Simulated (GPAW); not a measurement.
The S K edge of atom 1 in CSO (R3m), with 1 C at 1.56 Å (terminal, site symmetry 3m), was computed in 2 ways: full core hole (charged cell) and no core hole. Program and functional: GPAW, LDA, Gaussian full width 0.9 eV up to 4 eV, rising linearly to 3.5 eV at 25 eV; cells of 3 and 6 atoms (the run without a hole in the smaller).

Each run is counted from its own lowest empty level or Fermi level and scaled to a mean of 1 over its first 20 eV.

```
E (eV)  run 1  run 2
  -2.0   0.00   0.00
  -1.5   0.00   0.00
  -1.0   0.10   0.02
  -0.5   1.53   0.43
   0.0   4.12   2.31
   0.5   2.12   3.04
   1.0   1.74   1.22
   1.5   5.08   0.50
   2.0   3.30   1.17
   2.5   0.54   1.66
   3.0   0.31   1.47
   3.5   0.29   1.74
   4.0   0.33   1.24
   4.5   0.38   1.08
   5.0   0.44   1.52
   5.5   0.52   1.50
   6.0   0.76   1.20
   6.5   1.07   0.98
   7.0   1.21   0.88
   7.5   1.17   0.92
   8.0   1.02   0.97
   8.5   0.82   0.94
   9.0   0.74   0.88
   9.5   0.70   0.86
  10.0   0.63   0.84
  10.5   0.59   0.78
  11.0   0.59   0.74
  11.5   0.59   0.75
  12.0   0.60   0.78
  12.5   0.66   0.78
  13.0   0.73   0.74
  13.5   0.79   0.69
  14.0   0.82   0.66
  14.5   0.81   0.66
  15.0   0.79   0.67
  15.5   0.78   0.67
  16.0   0.79   0.67
  16.5   0.81   0.67
  17.0   0.83   0.68
  17.5   0.85   0.69
  18.0   0.86   0.72
  18.5   0.86   0.76
  19.0   0.88   0.80
  19.5   0.92   0.83
  20.0   0.98   0.87
  20.5   1.05   0.92
  21.0   1.13   0.99
  21.5   1.21   1.06
  22.0   1.29   1.14
  22.5   1.36   1.21
  23.0   1.43   1.27
  23.5   1.47   1.30
  24.0   1.48   1.30
  24.5   1.46   1.28
  25.0   1.41   1.25
  25.5   1.33   1.20
  26.0   1.23   1.15
  26.5   1.12   1.10
  27.0   1.01   1.05
  27.5   0.91   0.99
  28.0   0.82   0.94
  28.5   0.75   0.89
  29.0   0.69   0.85
  29.5   0.65   0.81
  30.0   0.62   0.78
  30.5   0.60   0.77
  31.0   0.60   0.76
  31.5   0.61   0.75
  32.0   0.64   0.75
```

Which run is which?

Run 1: full core hole (charged cell) (area from −2 to 6 eV 10.6, main maxima 0.0 eV (4.12), 1.6 eV (5.30), 7.1 eV (1.21) and 23.9 eV (1.48)). Run 2: no core hole (area from −2 to 6 eV 9.8, main maxima 0.4 eV (3.19), 2.5 eV (1.66), 3.5 eV (1.74) and 5.2 eV (1.58)). With each curve scaled to its own mean, the area from −2 to 6 eV with the hole is 10.6 against 9.8, and the centre of weight from −1 to 20 eV moves by -0.5 eV (first and strongest maxima below 20 eV: 0.4 eV (3.19), 2.5 eV (1.66) and 3.5 eV (1.74) without the hole, 0.0 eV (4.12), 1.6 eV (5.30) and 7.1 eV (1.21) with it); the shape changes all the same, by 81 % r.m.s.

[Banner, clock and machine lines of the logs are left out without a mark of their own.]

[Logs are printed without paths, hosts, clocks, repeated set-up lines and the standing remarks that a program may print on its own settings, such as how far it seeks lower states.]

[Hosts, paths, dates, database ids (printed as entryN), source tags and the programs' standing remarks are cut or masked in the printed files.]

[Lists of maxima count a maximum above −3 eV only where it reaches 4 % of the highest in the window and stands out from its surroundings by 2 % of it (1.5 % where it reaches 55 %); shoulders and weaker maxima are passed over, and of the rest the first, up to two pre-edge ones and the few strongest are named.]
